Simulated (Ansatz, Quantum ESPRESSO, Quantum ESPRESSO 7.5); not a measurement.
**Band edges of honeycomb PbTe, 1 layer under strain**

Aim: band edges, gap and stiffness of honeycomb PbTe, 1 layer under biaxial strain.

Program: Quantum ESPRESSO 7.5. Level of theory: plane-wave DFT, PBE, GBRV ultrasoft pseudopotentials (geometry by Ansatz 0.2.0 with PAW datasets; geometry under PBE). Results are calculated unless marked as measured.

Most raw output is cut from this account.

### 1. The structure

The cell holds 2 atoms: 1 Te and 1 Pb. Its edges and angles: a = 4.290 Å, b = 4.290 Å, c = 16.700 Å, α = 90.0°, β = 90.0°, γ = 120.0°. It derives from PbTe. Vacuum lies along c.

This sheet is a model structure: its symmetry is held, and its stability is not tested here.

### 2. Relaxation with Ansatz

The geometry comes first, from a plane-wave PAW code, so that the later runs on this slab share one structure.

Input file input.yaml:

```yaml
crystal:
  lattice:
    - [4.29, 0.0, 0.0]
    - [-2.145, 3.7152489822, 0.0]
    - [0.0, 0.0, 16.7]
  atoms:
    - { symbol: Te, position: [0.6666666667, 0.3333333333, 0.4491017964] }
    - { symbol: Pb, position: [0.3333333333, 0.6666666667, 0.5508982036] }
kpoints:
  mp_grid: { grid: [6, 6, 1] }
hamiltonian:
  xc: pbe
scf:
  occupations: { method: fermi_dirac, width: 0.05 }
  convergence: { dr2_threshold: 1.0e-08 }
efield:
  axis: 3
  dipole_correction: true
  ramp_position: 0.97
  ramp_width: 0.04
relax:
  f_tol: 0.01
  cell: { fix: [c, alpha, beta] }
output:
  write_potential: true
  write_density: true
  volumetric_format: npy
```

The run is started by

```
ansatz run input.yaml --threads 2 --pin off --max-ram 4096MiB --backend cpu --events-out ev --progress --plain --runs-dir out
```

Elapsed: 6.9 s, on 2 threads of Arm Neoverse V2, shared host; peak memory 0.44 GiB; 13 s of CPU time.

Relaxation path:

```tsv
step	energy less that of the first step (eV)	largest force component (eV/Å)	pressure (GPa)	volume (Å³)
1	0.0000	0.0284	0.12	266.17
2	-0.0019	0.0152	0.04	268.86
3	-0.0021	0.0665	0.03	273.13
4	-0.0026	0.0086	-0.01	272.42
5*	-0.0028	0.0086	-0.01	272.42
```

Relaxation steps marked * repeat the geometry before them on a plane-wave basis chosen anew for their cell, so energy and pressure can jump there.

Forces are held to the 6 operations that the run works with; a distortion that breaks them can't arise in this run.

```tsv
cell as run	before	after	change
a (Å)	4.290	4.340	+1.2 %
b (Å)	4.290	4.340	+1.2 %
```

The relaxed structure:

```
Te Pb
1.0
     4.34003    0.00000    0.00000
    -2.17001    3.75857    0.00000
     0.00000    0.00000   16.70000
Te Pb
1 1
Direct
  0.66667 0.33333 0.44963
  0.33333 0.66667 0.55037
```

Numbers from this step:

| Item | Value |
| --- | --- |
| free energy | -18886.7685 eV |
| Fermi energy | -0.9220 eV |
| gap by band count | 1.608 eV |
| symmetry operations | 6 |
| dipole along the normal | 0.1250 e·Å |
| vacuum level at the upper face over a Fermi level inside the gap | 3.489 eV |
| vacuum level at the lower face over a Fermi level inside the gap | 4.875 eV |

### 3. The script

Under ESM bc1 levels count from the vacuum, or from the mean of the two vacuum levels where the sheet has a dipole, so band edges at unlike strains can be compared.

Level of this step: plane-wave DFT, PBE, GBRV ultrasoft pseudopotentials (Quantum ESPRESSO 7.5).

Input file run.py:

```python
import json
import numpy as np
from ase import Atoms
from ase.calculators.espresso import Espresso, EspressoProfile

profile = EspressoProfile(command='mpirun -n 2 pw.x -nk 2', pseudo_dir='../pseudo')
pseudopotentials = {'Pb': 'pb_pbe_v1.uspp.F.UPF', 'Te': 'te_pbe_v1.uspp.F.UPF'}
system = {'ecutwfc': 40, 'ecutrho': 200, 'occupations': 'smearing', 'smearing': 'fd', 'degauss': 0.002}


def calculator(name, kpts, **extra):
    data = dict(control=dict(tprnfor=True, verbosity='high', disk_io='none'),
                system=system | extra,
                electrons=dict(conv_thr=1e-09, mixing_beta=0.4, mixing_mode='plain',
                               electron_maxstep=100))
    return Espresso(profile=profile, directory=name, pseudopotentials=pseudopotentials, kpts=kpts, input_data=data)


def centre(atoms):
    z = atoms.positions[:, 2]
    atoms.positions[:, 2] -= (z.max() + z.min()) / 2  # ESM wants the slab about z = 0
    return atoms

sheet = Atoms(
    ['Te', 'Pb'],
    scaled_positions=[
        [0.6666666667, 0.3333333333, 0.4496324987],
        [0.3333333333, 0.6666666667, 0.5503675013]],
    cell=[
        [4.340026846599, 0.000000000000, 0.000000000000],
        [-2.170013423299, 3.758573502261, 0.000000000000],
        [0.000000000000, 0.000000000000, 16.700000000000]],
    pbc=True)

rows = []
for strain in [-0.03, -0.015, 0.0, 0.015, 0.03]:
    atoms = sheet.copy()
    atoms.set_cell(sheet.cell.array * [[1 + strain], [1 + strain], [1]], scale_atoms=True)
    atoms = centre(atoms)
    atoms.calc = calculator(f's{strain:+.3f}', (12, 12, 1), assume_isolated='esm', esm_bc='bc1', nbnd=14)
    energy = atoms.get_potential_energy()
    levels = np.array([atoms.calc.get_eigenvalues(kpt=i) for i in range(len(atoms.calc.get_ibz_k_points()))])
    top, bottom = levels[:, 9].max(), levels[:, 10].min()
    direct = (levels[:, 10] - levels[:, 9]).min()
    rows.append([strain, energy, top, bottom, direct])
    print(f'strain {strain:+.3f}: E = {energy:.5f} eV, valence top {top:.3f}, conduction bottom {bottom:.3f}, '
          f'gap {bottom - top:.3f}, least direct gap {direct:.3f} eV')

x, energy, top, bottom, direct = np.array(rows).T
area = np.linalg.norm(np.cross(*sheet.cell[:2]))
stiffness = np.polyfit(x, energy, 2)[0] / area * 16.0218  # C11 + C12, heights clamped
print(f'valence and conduction edges move by {np.polyfit(x, top, 1)[0]:.2f} and {np.polyfit(x, bottom, 1)[0]:.2f} eV per unit biaxial strain')
print(f'C11 + C12 with clamped heights: {stiffness:.1f} N/m')
json.dump(dict(rows=rows, stiffness=stiffness), open('result.json', 'w'))
```

The run is started by

```
OMP_NUM_THREADS=1 python run.py
```

Elapsed: 5.4 min, on 2 MPI ranks; peak memory 0.52 GiB.

Numbers from this step:

- biaxial stiffness: 34.02 N/m

Band edge from the vacuum level against biaxial strain:

```tsv
biaxial strain (%)	valence top (eV)	conduction bottom (eV)
-3.00	-4.92	-3.19
-1.50	-4.97	-3.30
0.00	-5.02	-3.40
1.50	-5.05	-3.49
3.00	-5.06	-3.57
```

The gap by biaxial strain:

```tsv
biaxial strain (%)	on the mesh (eV)	least direct (eV)
-3.00	1.73	1.73
-1.50	1.67	1.67
0.00	1.61	1.61
1.50	1.56	1.56
3.00	1.49	1.52
```

Energy over the lowest against biaxial strain:

```tsv
biaxial strain (%)	energy over the lowest (meV)
-3.00	28.8
-1.50	5.66
0.00	0
1.50	9.85
3.00	33.5
```

### 4. Running the series: vdW-DF-cx, GBRV ultrasoft

Level of this step: plane-wave DFT, vdW-DF-cx, GBRV ultrasoft pseudopotentials made under PBE (Quantum ESPRESSO 7.5). input_dft overrides the functional of the files.

run.py, as its differences from the input of step 3:

```diff
@@ -7,3 +7,3 @@
 pseudopotentials = {'Pb': 'pb_pbe_v1.uspp.F.UPF', 'Te': 'te_pbe_v1.uspp.F.UPF'}
-system = {'ecutwfc': 40, 'ecutrho': 200, 'occupations': 'smearing', 'smearing': 'fd', 'degauss': 0.002}
+system = {'ecutwfc': 40, 'ecutrho': 200, 'input_dft': 'vdw-df-cx', 'occupations': 'smearing', 'smearing': 'fd', 'degauss': 0.002}
```

The run is started by

```
OMP_NUM_THREADS=1 python run.py
```

Run time: 8.7 min. Hardware: 2 MPI ranks; peak memory 0.57 GiB.

Read from the output:

- biaxial stiffness: 31.94 N/m

Table of band edge from the vacuum level by biaxial strain:

```tsv
biaxial strain (%)	valence top (eV)	conduction bottom (eV)
-3.00	-5.03	-3.33
-1.50	-5.08	-3.45
0.00	-5.13	-3.55
1.50	-5.16	-3.63
3.00	-5.18	-3.71
```

The gap by biaxial strain:

```tsv
biaxial strain (%)	on the mesh (eV)	least direct (eV)
-3.00	1.70	1.70
-1.50	1.64	1.64
0.00	1.58	1.58
1.50	1.53	1.53
3.00	1.47	1.48
```

Energy over the lowest against biaxial strain:

```tsv
biaxial strain (%)	energy over the lowest (meV)
-3.00	0.474
-1.50	0
0.00	16.1
1.50	46.7
3.00	90.2
```

### 5. By hand

Under equal strain ε in the plane, E = A (C11 + C12) ε². From the points at ±1.5 %: d²E/dε² = (5.66 + 9.85 − 2 × 0.00) meV / 0.015² = 69 eV, and 69/(2 × 16.312 Å²) × 16.02 = 34 N/m.

### 6. What came out

```yaml
c11_c12_heights_clamped_pbe_gbrv_ultrasoft: 34 N/m
gap_on_the_mesh_at_zero_strain_pbe_gbrv_ultrasoft: 1.61 eV
valence_top_below_the_mean_of_the_two_vacuum_levels_at_zero_strain_pbe_gbrv_ultrasoft: 5.02 eV
shift_of_the_valence_top_per_unit_biaxial_strain_pbe_gbrv_ultrasoft: -2.4 eV
shift_of_the_conduction_bottom_per_unit_biaxial_strain_pbe_gbrv_ultrasoft: -6.3 eV
c11_c12_heights_clamped_vdw_df_cx_gbrv_ultrasoft_made_under_pbe: 32 N/m
gap_on_the_mesh_at_zero_strain_vdw_df_cx_gbrv_ultrasoft_made_under_pbe: 1.58 eV
valence_top_below_the_mean_of_the_two_vacuum_levels_at_zero_strain_vdw_df_cx_gbrv_ultrasoft_made_under_pbe: 5.13 eV
shift_of_the_valence_top_per_unit_biaxial_strain_vdw_df_cx_gbrv_ultrasoft_made_under_pbe: -2.5 eV
shift_of_the_conduction_bottom_per_unit_biaxial_strain_vdw_df_cx_gbrv_ultrasoft_made_under_pbe: -6.2 eV
```

The sheet's biaxial stiffness comes to 34 N/m and its gap at zero strain to 1.61 eV (PBE, GBRV ultrasoft). From −3 % to +3 % the gap on the mesh goes from 1.73 to 1.49 eV; it is direct at some strains and indirect at others. Heights are clamped under strain, which makes a sheet with several atomic planes too stiff. Zero strain is the PBE cell; under vdW-DF-cx the energy is lowest near -2.3 %, so its stiffness is taken away from its own minimum. Semilocal gaps are too small. The sheet carries a dipole, so the two faces have unlike vacuum levels and the zero lies between them. Spin-orbit coupling is left out; depending on the atoms that carry the levels of interest, it can split and shift them by tenths of an eV to an eV or more.

[Logs are printed without paths, hosts, clocks, repeated set-up lines and the standing remarks that a program may print on its own settings, such as how far it seeks lower states.]

[Hosts, paths, dates, database ids (printed as entryN), source tags and the programs' standing remarks are cut or masked in the printed files.]

[Maps of the electrostatic potential energy from Ansatz leave out the sawtooth potential of an applied field or a dipole correction, so their vacuum need not be flat; planar profiles and work functions include it.]
